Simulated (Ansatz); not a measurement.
# Si(111) with Cl on 75 % of the top atoms and H on the rest: bands and core levels

Wanted: the XPS lines and the band structure of Si(111) with Cl on 75 % of the top atoms and H on the rest.

Calculated with Ansatz 0.2.0; DFT, PBE, plane-wave PAW, scalar-relativistic; PAW set soft_1, in the first sound run; inputs show where later runs differ.

Most raw output is cut from this account.

**1. The starting structure**

The cell holds 32 atoms: 3 Cl, 5 H and 24 Si. Cell: a = 7.679 Å, b = 7.679 Å, c = 24.594 Å, α = 90.0°, β = 90.0°, γ = 60.0°. It derives from Si. How the cell was made: terminated face; group: Cl; share of top atoms: 0.75; rest: H; oxygen in back bonds: 0; lower face: H. Regions: ad, 4 atoms (3 Cl and 1 H); L1, 4 atoms (4 Si); L2, 4 atoms (4 Si); L3, 4 atoms (4 Si); mid, 4 atoms (4 Si); rest, 12 atoms (8 Si and 4 H). Vacuum lies along c.

**2. Relaxing the atoms**

The cut or typed positions aren't at rest, and spectra shift with geometry, so the relaxation comes first. 12 atoms are held to stand for the bulk. A dipole correction cancels the field between unlike faces.

Contents of input.yaml:

```yaml
crystal:
  lattice:
    - [7.6791796437, 0.0, 0.0]
    - [3.8395898218, 6.6503646517, 0.0]
    - [0.0, 0.0, 24.5937769138]
  atoms:
    - { symbol: Cl, position: [0.0, 0.0, 0.715375153] }
    - { symbol: Cl, position: [0.5, 0.0, 0.715375153] }
    - { symbol: Cl, position: [0.0, 0.5, 0.715375153] }
    - { symbol: H, position: [0.5, 0.5, 0.686506061] }
    - { symbol: Si, position: [0.0, 0.0, 0.630800912] }
    - { symbol: Si, position: [0.5, 0.0, 0.630800912] }
    - { symbol: Si, position: [0.0, 0.5, 0.630800912] }
    - { symbol: Si, position: [0.5, 0.5, 0.630800912] }
[... 20 atom lines left out ...]
    - { symbol: H, position: [0.0, 0.0, 0.284624847] }
    - { symbol: H, position: [0.5, 0.0, 0.284624847] }
    - { symbol: H, position: [0.0, 0.5, 0.284624847] }
    - { symbol: H, position: [0.5, 0.5, 0.284624847] }
kpoints:
  mp_grid: { grid: [3, 3, 1] }
scf:
  occupations: { method: fermi_dirac, width: 0.02 }
  n_extra_bands: 23
hamiltonian:
  xc: pbe
  pseudopotentials: { kind: paw, azcp: { folder: soft_1 } }
output:
  forces: true
  write_potential: true
  volumetric_format: []
efield:
  axis: 3
  dipole_correction: true
relax:
  f_tol: 0.03
  max_steps: 70
  constraints: [{ sites: [20, 21, 22, 23, 24, 25, 26, 27, 28, 29, 30, 31] }]
```

Started as:

```
ansatz run input.yaml --threads 4 --pin off --max-ram 11264MiB --backend cpu --events-out ev --progress --plain --runs-dir out
```

The job ended after 46 s (4 threads of Intel Xeon at 2.70GHz, shared host; peak memory 1.8 GiB).

Relaxation path:

```csv
step,energy less that of the first step (eV),largest force component (eV/Å)
1,0.0000,2.8142
2,-0.1484,1.0700
3,-0.1763,0.1054
4,-0.1768,0.0066
```

Forces are held to the 6 operations that the run works with; a distortion that breaks them can't arise in this run.

The atoms that moved most (Å):

```csv
atom,dx,dy,dz,length
H4,0.000,0.000,0.189,0.189
Si8,0.000,0.000,0.062,0.062
Si10,0.010,0.006,0.041,0.042
Si9,-0.010,0.006,0.041,0.042
Si12,0.000,-0.011,0.041,0.042
Si11,0.000,0.000,0.035,0.035
Si16,0.000,0.001,0.026,0.026
Si13,0.001,0.000,0.026,0.026
```

This step gave:

```
free energy                                                         : -18580.8242 eV
Fermi energy                                                        : 0.2662 eV
symmetry operations                                                 : 6
gap on the k-mesh                                                   : 1.067 eV
ionisation potential, upper face                                    : 5.658 eV
upper vacuum level less the lowest empty level (Kohn–Sham affinity) : 4.591 eV
ionisation potential, lower face                                    : 4.629 eV
```

The relaxation ends 5.5 meV an atom lower, with a largest force component of 0.0066 eV/Å on the free atoms.

**3. Bands by layer**

The main run: bands along the zone's path, each state's share in the top and middle regions, the DOS and the planar potential. The cell holds 4 small cells, so the bands are unfolded.

Contents of input.yaml:

```yaml
crystal:
  lattice:
    - [7.6791796437, 0.0, 0.0]
    - [3.8395898218, 6.6503646517, 0.0]
    - [0.0, 0.0, 24.5937769138]
  atoms:
    - { symbol: Cl, position: [-5.47362e-05, -5.47362e-05, 0.7164241513] }
    - { symbol: Cl, position: [0.5001094724, -5.47362e-05, 0.7164241513] }
    - { symbol: Cl, position: [-5.47362e-05, 0.5001094724, 0.7164241513] }
    - { symbol: H, position: [0.5, 0.5, 0.6941804779] }
    - { symbol: Si, position: [0.0002237622, 0.0002237622, 0.6317656364] }
    - { symbol: Si, position: [0.4995524756, 0.0002237622, 0.6317656364] }
    - { symbol: Si, position: [0.0002237622, 0.4995524756, 0.6317656364] }
    - { symbol: Si, position: [0.5, 0.5, 0.6333065402] }
[... 20 atom lines left out ...]
    - { symbol: H, position: [0.0, 0.0, 0.284624847] }
    - { symbol: H, position: [0.5, 0.0, 0.284624847] }
    - { symbol: H, position: [0.0, 0.5, 0.284624847] }
    - { symbol: H, position: [0.5, 0.5, 0.284624847] }
kpoints:
  mp_grid: { grid: [3, 3, 1] }
scf:
  occupations: { method: fermi_dirac, width: 0.02 }
  n_extra_bands: 36
hamiltonian:
  xc: pbe
  pseudopotentials: { kind: paw, azcp: { folder: soft_1 } }
output:
  forces: true
  write_potential: true
  volumetric_format: []
  dos:
    projected:
      site_lists:
        adsorbate: [0, 1, 2, 3]
        layer_1: [4, 5, 6, 7]
        layer_2: [8, 9, 10, 11]
        layer_3: [12, 13, 14, 15]
        middle: [16, 17, 18, 19]
        other_layers: [20, 21, 22, 23, 24, 25, 26, 27, 28, 29, 30, 31]
    de: 0.05
    e_range: [-30, 12]
    method: { smearing: { sigma: 0.12, scheme: gaussian } }
  eigenstates:
    kpoints:
      - [0.33333333, -0.33333333, 0.0]
      - [0.25, -0.375, 0.0]
      - [0.16666667, -0.41666667, 0.0]
      - [0.08333333, -0.45833333, 0.0]
      - [0.0, 0.5, 0.0]
      - [-0.08333333, 0.45833333, 0.0]
      # [... 29 more points ...]
      - [0.25, 0.5, 0.0]
      - [0.29166667, -0.41666667, 0.0]
    e_range: [-8.0, 6.0]
    unfold:
      supercell_matrix: [[2, 0, 0], [0, 2, 0], [0, 0, 1]]
      layers:
        axis: 3
        edges: [0.121982, 0.385166, 0.401049, 0.6, 0.616949, 0.879064]
efield:
  axis: 3
  dipole_correction: true
```

It took 3.5 min on 4 threads; peak memory 4.6 GiB.

This step gave:

| Item | Value |
| --- | --- |
| Fermi energy | 0.2657 eV |
| zero of energy | valence-band maximum |
| share of occupied states in no projected shell | 0.0111 of the occupied states in the window |
| upper vacuum level less the lowest empty level (Kohn–Sham affinity) | 4.590 eV |

A(k,E), total over k along the path and E. Zero: valence-band maximum.

Values in eV⁻¹, 12 rows by 16 columns, each cell a mean:
```
2.2 2.4 3.8 3.9 3.0 3.2 1.5 1.9 4.3 3.0 2.7 2.1 1.6 1.4 3.2 2.4
0.5 1.5 2.1 3.1 4.0 4.4 5.9 5.5 3.0 2.1 1.4 1.5 1.8 2.4 1.6 0.5
2.5 1.8 1.9 1.9 2.2 2.9 2.7 2.9 3.0 2.0 1.9 1.4 1.1 2.3 2.0 2.5
0.2 0.1 0.1 0.1 0.1 0.2 1.0 0.6 0.4 1.1 1.7 2.4 2.7 1.5 0.6 0.2
0.0 0.0 0.0 0.0 0.1 0.2 1.0 0.6 0.1 0.1 0.1 0.2 0.2 0.1 0.0 0.0
0.0 0.1 0.1 0.2 1.3 3.2 4.5 4.2 2.3 1.2 0.9 0.3 0.2 0.1 0.1 0.0
0.9 1.0 1.2 2.5 2.9 3.1 1.5 2.2 3.3 2.7 2.5 2.5 2.7 1.9 1.1 0.9
1.9 2.4 3.3 2.7 2.7 1.6 1.1 1.2 2.0 2.6 2.3 2.4 2.3 2.7 2.5 2.0
3.2 3.3 2.8 2.5 1.9 1.1 1.0 1.0 1.3 2.2 2.0 2.0 2.1 2.6 3.2 3.2
1.8 1.4 1.1 1.1 0.3 0.2 0.2 0.2 0.2 0.7 1.3 1.0 0.9 1.0 1.6 1.8
0.2 0.9 1.2 1.0 1.0 1.0 0.8 0.9 1.0 1.0 1.1 1.0 0.1 0.1 0.1 0.2
1.8 1.2 1.2 0.9 0.9 0.9 1.0 1.0 0.8 0.9 1.1 1.5 1.8 2.0 2.0 2.0
```
Columns: k along the path (Å⁻¹) from 0 to 2.58; rows upwards: E (eV) from -7.17 to 5.00.

A(k,E), top over k along the path and E. Zero: valence-band maximum.

Values in eV⁻¹, 12 rows by 16 columns, each cell a mean:
```
0.52 0.47 0.73 0.70 0.51 0.67 0.45 0.51 0.76 0.45 0.46 0.39 0.33 0.33 0.69 0.56
0.13 0.29 0.37 0.52 0.69 0.78 1.04 0.95 0.47 0.37 0.27 0.32 0.35 0.41 0.28 0.12
0.41 0.30 0.33 0.34 0.39 0.49 0.39 0.46 0.54 0.42 0.38 0.26 0.20 0.43 0.33 0.42
0.03 0.04 0.03 0.02 0.03 0.05 0.21 0.13 0.09 0.17 0.29 0.40 0.46 0.24 0.12 0.04
0.01 0.01 0.01 0.01 0.01 0.04 0.22 0.13 0.03 0.02 0.02 0.03 0.03 0.01 0.01 0.01
0.02 0.02 0.03 0.06 0.30 0.61 0.65 0.69 0.50 0.28 0.24 0.10 0.06 0.04 0.02 0.02
0.34 0.31 0.39 0.63 0.56 0.52 0.38 0.42 0.58 0.48 0.46 0.57 0.62 0.52 0.38 0.35
0.66 0.81 0.87 0.74 0.88 1.07 1.03 1.07 0.98 1.10 0.90 0.74 0.63 0.61 0.71 0.67
0.89 1.00 1.02 1.01 0.85 0.46 0.36 0.39 0.59 0.82 0.72 0.83 0.87 1.08 1.02 0.90
0.73 0.60 0.46 0.28 0.14 0.11 0.10 0.11 0.11 0.20 0.48 0.46 0.48 0.51 0.69 0.73
0.08 0.17 0.30 0.35 0.39 0.38 0.31 0.34 0.40 0.38 0.33 0.20 0.04 0.05 0.07 0.08
0.31 0.28 0.26 0.19 0.19 0.19 0.20 0.20 0.18 0.19 0.23 0.33 0.37 0.38 0.37 0.34
```
Columns: k along the path (Å⁻¹) from 0 to 2.58; rows upwards: E (eV) from -7.17 to 5.00.

A(k,E), middle over k along the path and E. Zero: valence-band maximum.

Ten even steps from '0' (0.01 eV⁻¹) to '9' (2.81 eV⁻¹), each cell a mean:
```
324534335610000463111111112433
122388872152113665556533324432
001235657759998643211112342200
023211244477776542432222236320
543455555774336532343100233355
332211000014442242224544353333
000000000000100002322223520000
000000000000000000001343000000
000000000000100000000000000000
000000000145664320000000000000
000000013357995212221000000000
000122345766347764432322210000
333112433330002334443444444233
223444434300000122224554544332
333444322000000012222222232333
112211221111111111111111123321
334332231000000013211111112333
321002200000000000110000000123
000021001110001110012000000000
001311100000000000011200000000
332101222222222222211223444443
211131000000000000012112211122
```
Columns: k along the path (Å⁻¹) from 0 to 2.58; rows upwards: E (eV) from -7.17 to 5.00.

A(k,E), bottom over k along the path and E. Zero: valence-band maximum.

Ten even steps from '0' (0.01 eV⁻¹) to '9' (2.51 eV⁻¹), each cell a mean:
```
432334355510001365333211112334
122245552473335765433211114421
001123434459997421100122222100
011100124443333321111111123110
221112222343224321121000121122
000000000001220012223333321000
000000000000000000111112100000
000000000000000000000111000000
000000000000000000000000000000
000000000024653110000000000000
000000002355355331110000000000
000011133432113433432111000000
000001222210000221122233321000
111124313200000021111222232111
322342121000000013110000112322
234312310111111111331111113432
543331010000000001112334433345
000000000000000000000000000000
000010011111111111001000000000
000101100000000000110100000000
111110111112112111111112222221
000011000000000000001110000100
```
Columns: k along the path (Å⁻¹) from 0 to 2.58; rows upwards: E (eV) from -7.17 to 5.00.

Peaks of A(k,E) at the labelled points: for each region the eleven nearest the zero at most, each over 6 % of that point's highest, less those above the energy where the solved bands run out; weight and spread sum the levels within three half widths or 0.3 eV, so near peaks share levels. Peaks of the spectral function, the first 40 of 132 rows:

```csv
point,weight on,E (eV),A (1/eV),weight near the peak,rms spread of levels (eV)
K,total,-3.99,9.249,1.979,0.057
K,total,-3.41,5.536,1.76,0.094
K,total,-3.27,5.249,1.748,0.091
K,total,-2.85,4.162,0.861,0.076
K,total,-2.63,0.83,0.753,0.164
K,total,-2.21,6.089,1.529,0.096
K,total,-2.09,4.006,1.476,0.086
K,total,-1.79,2.918,0.995,0.143
K,total,2.09,5.975,0.943,0.036
K,total,2.63,9.506,2.021,0.051
K,total,3.53,0.668,0.142,0.137
K,top,-3.77,0.457,0.417,0.107
K,top,-3.41,3.318,0.594,0.066
K,top,-2.85,2.097,0.455,0.078
K,top,-2.63,0.385,0.361,0.121
K,top,-2.43,0.29,0.211,0.152
K,top,-2.21,1.159,0.354,0.112
K,top,-2.09,1.084,0.342,0.097
K,top,-1.79,1.359,0.388,0.139
K,top,2.09,1.224,0.196,0.041
K,top,2.63,1.304,0.291,0.054
K,top,2.73,0.851,0.291,0.053
K,middle,-3.99,1.993,0.42,0.068
K,middle,-3.77,0.412,0.432,0.094
K,middle,-3.41,1.118,0.541,0.084
K,middle,-3.25,2.077,0.53,0.075
K,middle,-2.85,1.372,0.274,0.073
K,middle,-2.21,3.162,0.825,0.095
K,middle,-2.09,2.317,0.79,0.082
K,middle,-1.79,1.28,0.505,0.141
K,middle,2.09,3.989,0.628,0.03
K,middle,2.63,5.048,1.068,0.051
K,middle,4.09,1.476,0.359,0.093
K,bottom,-4.59,0.424,0.118,0.088
K,bottom,-4.41,0.526,0.118,0.088
K,bottom,-4.01,4.519,0.945,0.034
K,bottom,-3.41,0.968,0.546,0.088
K,bottom,-3.27,2.158,0.544,0.086
K,bottom,-2.85,0.472,0.082,0.062
K,bottom,-2.21,1.292,0.251,0.075
```

The DOS has structure finer than the step of the table below, so its rows give means over 1 eV, whole bins alone (the curve runs from -17.5 to 4.71 eV). Peaks (eV: height): total -6.6: 29.4, -2.7: 32.9, -1.6: 28.8, 4.3: 43.2; Si 3p -2.7: 21.0, -2.2: 19.2, -1.6: 23.2, 4.3: 22.7; Si 3s -10.6: 8.23, -9.6: 10.5, -9.0: 12.3, -6.6: 12.2; Cl 3p -4.4: 5.60, -3.7: 5.61, -3.4: 7.91, -2.7: 8.77; H 1s -6.5: 1.55, -5.5: 1.25, -4.0: 2.91, 4.2: 1.23.

DOS against E, zero at the valence-band maximum; means over each step; values in states/eV/cell:

```csv
E (eV),total,Si 3p,Si 3s,Cl 3p,H 1s,Cl 3s
-16,4.22,0.371,0.285,0.0402,3.4e-4,3.51
-15,1.78,0.150,0.111,0.0170,5.4e-5,1.50
-14,0,0,0,0,0,0
-13,0,0,0,0,0,0
-12,0.176,0.0102,0.160,3.9e-4,0.00285,8.6e-4
-11,3.90,0.717,3.02,0.0173,0.0792,0.0319
-10,7.54,1.82,5.32,0.0648,0.188,0.0802
-9,8.32,2.19,5.63,0.110,0.248,0.0846
-8,4.86,1.35,2.89,0.189,0.310,0.0830
-7,9.91,4.14,4.53,0.501,0.523,0.109
-6,7.91,3.44,2.92,0.793,0.574,0.0883
-5,4.54,2.19,0.927,0.963,0.347,0.0527
-4,18.2,11.1,1.28,3.98,1.54,0.0521
-3,21.1,13.1,0.910,6.09,0.752,0.00496
-2,18.5,14.9,0.695,2.37,0.310,0.00225
-1,9.09,7.82,0.123,0.774,0.226,0.00244
0,1.96,1.82,3.1e-4,0.0869,2.9e-5,0
1,2.09,1.18,0.544,0.0277,0.0287,0.00488
2,12.0,6.54,2.96,0.352,0.252,0.0596
3,19.8,11.5,3.24,0.417,0.654,0.0817
4,25.1,14.1,2.95,0.272,0.713,0.0478
```

Simulated valence spectra by photon energy, shown to 13 eV, since a deeper line would dwarf them at some energies; the 100 % can be that line's tail at the edge; this run's widths, added to any smearing of the DOS itself: Gaussian 0.3 eV, Lorentzian 0.05 eV plus 0.03 an eV of depth. The intensity by binding energy, zero at the valence-band maximum; values in % of the maximum within 13 eV:

```csv
binding energy (eV),21.2 eV,100 eV,900 eV,1486.7 eV,5414.7 eV
-1,0.401,0.530,0.616,0.681,0.534
0,2.13,4.47,4.16,4.06,2.02
1,16.3,27.4,25.5,24.7,11.6
2,41.5,55.2,55.8,56.1,31.2
3,82.7,82.6,81.2,81.1,43.1
4,61.7,63.3,66.0,68.4,42.9
5,12.1,14.2,18.7,22.0,20.0
6,15.8,24.5,41.5,53.0,58.0
7,8.13,15.0,28.9,38.3,44.5
8,6.32,12.9,29.0,40.0,49.3
9,7.62,22.6,56.1,78.7,99.6
10,4.24,14.3,37.2,52.7,67.5
11,1.45,6.61,18.7,26.8,34.9
12,-,1.53,4.01,5.72,7.46
```

Maxima picked by a test of local sharpness, so broad peaks and shoulders can be missing; peaks within 0.45 eV of a curve's cut are left out. Valence peaks, by row, the first 40 of 67 rows:

```csv
photon energy (eV),binding energy (eV),height (% of the maximum within 13 eV),main shell,its share (%)
21.2,8.969,7.676,Si 3s,32.83
21.2,8.219,7.559,Cl 3p,40.99
21.2,7.369,9.182,Cl 3p,54.72
21.2,6.569,19.9,Cl 3p,55.75
21.2,5.519,22.36,Cl 3p,75.27
21.2,4.369,56.98,Cl 3p,83.28
21.2,3.369,89.46,Cl 3p,88.61
21.2,2.769,100,Cl 3p,88.64
21.2,2.169,46.55,Cl 3p,82.34
21.2,1.619,46.13,Cl 3p,77.06
21.2,0.4187,5.818,Cl 3p,64.35
100,15.57,51.66,Cl 3s,92.2
100,10.47,12.41,Si 3s,69.36
100,9.619,20.63,Si 3s,66.58
100,8.969,22.68,Si 3s,62.44
100,8.269,17.02,Si 3s,55.62
100,7.369,17.13,Si 3s,44
100,6.569,35.62,Si 3p,36.15
100,5.919,25.26,Cl 3p,35.31
100,4.369,61.76,Cl 3p,60.21
100,3.369,88.68,Cl 3p,70.06
100,2.769,100,Cl 3p,69.47
100,2.169,59.88,Cl 3p,50.17
100,1.619,65.03,Si 3p,53.88
100,0.4187,12.24,Si 3p,75.11
900,15.57,115,Cl 3s,95.19
900,10.47,34.02,Si 3s,87.03
900,9.569,54.18,Si 3s,85.9
900,9.019,56.3,Si 3s,83.51
900,8.269,39.74,Si 3s,79.04
900,7.369,34.61,Si 3s,70.64
900,6.569,65.12,Si 3s,64.17
900,5.969,42.1,Si 3s,58.96
900,4.369,62.53,Cl 3p,55.7
900,3.369,88.2,Cl 3p,65.98
900,2.769,100,Cl 3p,65.07
900,2.169,60.52,Cl 3p,46.5
900,1.619,64.54,Si 3p,50.47
900,0.4187,11.18,Si 3p,72.56
1487,15.57,165.4,Cl 3s,95.83
```

The planar mean, electrostatic potential oscillates, so the rows of the table below give means over windows of 1 Å about each position, cut where the curve ends. Its maxima inside the range that stand out by 2 % of the span (Å: eV): 10.4: 2.07, 13.5: 2.05, 16.7: 2.42, 23.2: 5.66. Its minima: 8.9: -10.1, 12.0: -10.2, 15.2: -10.2, 17.5: -0.859.

From the valence-band maximum. The planar mean, electrostatic potential by z; means over each step:

```csv
z (Å),"planar mean, electrostatic potential (eV)"
0,5.04
1,4.75
2,4.63
3,4.63
4,4.63
5,4.62
6,4.42
7,2.64
8,-3.23
9,-8.28
10,-0.820
11,-2.01
12,-8.43
13,-2.08
14,-0.735
15,-8.30
16,-3.39
17,0.914
18,1.09
19,5.32
20,5.65
21,5.66
22,5.66
23,5.65
24,5.41
```

The intensity has structure finer than the step of the table below, so its rows give means over 1 eV, whole bins alone (the curve runs from -17.5 to 1.41 eV). Peaks (eV: height): Cl K-beta -3.1: 100.0; Cl K-beta, E along x -3.0: 136; Cl K-beta, E along y -3.0: 136; Cl K-beta, E along z -4.4: 83.1; Cl L2,3 -15.6: 99.4.

Shapes are the site's partial DOS without matrix elements, which overweights lines from ligand s bands. Table of intensity by emission energy less the core level's binding energy, zero at the valence-band maximum; means over each step; 7 of 10 lines; values in % of the unpolarised maximum:

```csv
emission energy less the core level's binding energy (eV),Cl K-beta,"Cl K-beta, E along x","Cl K-beta, E along y","Cl K-beta, E along z","Cl L2,3",Si K-beta,"Si K-beta, E along x"
-16,0.761,0.288,0.288,1.71,56.1,1.93,0.646
-15,0.765,0.332,0.332,1.63,45.1,1.81,0.728
-14,0.544,0.382,0.382,0.868,5.27,0.955,0.751
-13,0.612,0.461,0.461,0.912,1.80,1.13,1.08
-12,0.828,0.574,0.574,1.34,1.03,2.17,2.17
-11,1.37,0.739,0.739,2.63,1.25,6.11,6.31
-10,2.51,1.00,1.00,5.51,2.08,12.5,13.2
-9,4.20,1.42,1.42,9.77,2.49,16.2,17.9
-8,6.64,2.10,2.10,15.7,2.25,14.7,16.3
-7,11.8,3.84,3.84,27.8,2.41,24.6,24.1
-6,20.1,7.26,7.26,45.7,2.33,29.1,27.4
-5,34.7,20.8,20.8,62.5,1.60,31.2,29.0
-4,75.0,78.3,78.3,68.5,1.21,70.1,65.6
-3,95.8,129,129,28.8,0.278,88.6,89.5
-2,59.3,82.1,82.1,13.7,0.157,98.0,100
-1,25.5,34.7,34.7,7.28,0.127,62.9,69.2
0,7.45,9.99,9.99,2.37,0.0618,19.0,24.5
```

Recipe: projected DOS times atomic cross section and asymmetry factor (unpolarised light, 54.7° from the beam), occupied states only, Fermi edge at 300 K, a Lorentzian width of 0.05 eV growing by 0.03 eV per eV of binding energy, and a resolution of 0.3 eV. Each atom is damped by exp[−depth/(λ cos θ)], θ = 0° from the normal, λ from the universal curve. Curves are cut 10 eV under the photon energy, above any shell that the free atom's threshold puts out of reach, or at the lower edge of the window: 11.2 eV at 21.2 eV, 17.5 eV at 100 eV, 17.5 eV at 900 eV, 17.5 eV at 1486.7 eV and 17.5 eV at 5414.7 eV. Matrix elements of the solid and inelastic losses aren't modelled, nor non-dipole terms, which matter above 3 keV.

Share of each shell in the spectrum's area (%), by photon energy:

```csv
shell,21.2 eV,100 eV,900 eV,1486.7 eV,5414.7 eV
Cl 3s,0.0,12.7,20.1,23.7,32.1
Cl 3p,77.4,41.0,26.4,20.8,9.0
H 1s,8.9,0.6,0.1,0.0,0.0
Si 3s,3.7,14.8,33.8,40.4,52.9
Si 3p,10.0,30.9,19.6,15.0,6.0
```

Cross sections used, in Mb an electron:

```csv
shell,21.2 eV,100 eV,900 eV,1486.7 eV,5414.7 eV
Cl 3s,-,0.13,0.0035,0.0012,5.8e-5
Cl 3p,2.7,0.15,0.0016,3.8e-4,5.6e-6
H 1s,1.9,0.019,1.6e-5,3.0e-6,3.7e-8
Si 3s,0.13,0.076,0.0016,5.3e-4,2.1e-5
Si 3p,0.15,0.070,4.1e-4,8.8e-5,1.1e-6
```

Regions along c: top from 15.2 to 21.6 Å, middle from 9.9 to 14.8 Å, bottom from 3.0 to 9.5 Å.

States with weight above 0.08 nearest the zero at Γ of the zone, within the window kept, -7.5 to 5.0 eV (levels that the program groups as degenerate share a row):

```csv
E (eV),"weight, total","weight, top","weight, middle","weight, bottom"
-1.94,0.11,0.11,0.00,0.00
-1.42,0.92,0.15,0.51,0.22
-0.88,1.98,0.10,1.37,0.37
-0.42,1.96,0.37,0.41,0.86
0.00,1.97,0.42,0.88,0.42
1.68,0.26,0.08,0.12,0.02
1.72,0.24,0.06,0.13,0.03
1.81,0.56,0.06,0.35,0.11
2.08,0.74,0.17,0.24,0.23
2.13,0.23,0.05,0.06,0.08
```

The largest force component on a free atom is 0.007 eV/Å, so the atoms are at rest for these settings too.

(Continued in part 2 of 2.)

[Logs are printed without paths, hosts, clocks, repeated set-up lines and the standing remarks that a program may print on its own settings, such as how far it seeks lower states.]

[Hosts, paths, dates, database ids (printed as entryN), source tags and the programs' standing remarks are cut or masked in the printed files.]

[Maps of the electrostatic potential energy from Ansatz leave out the sawtooth potential of an applied field or a dipole correction, so their vacuum need not be flat; work functions include it.]
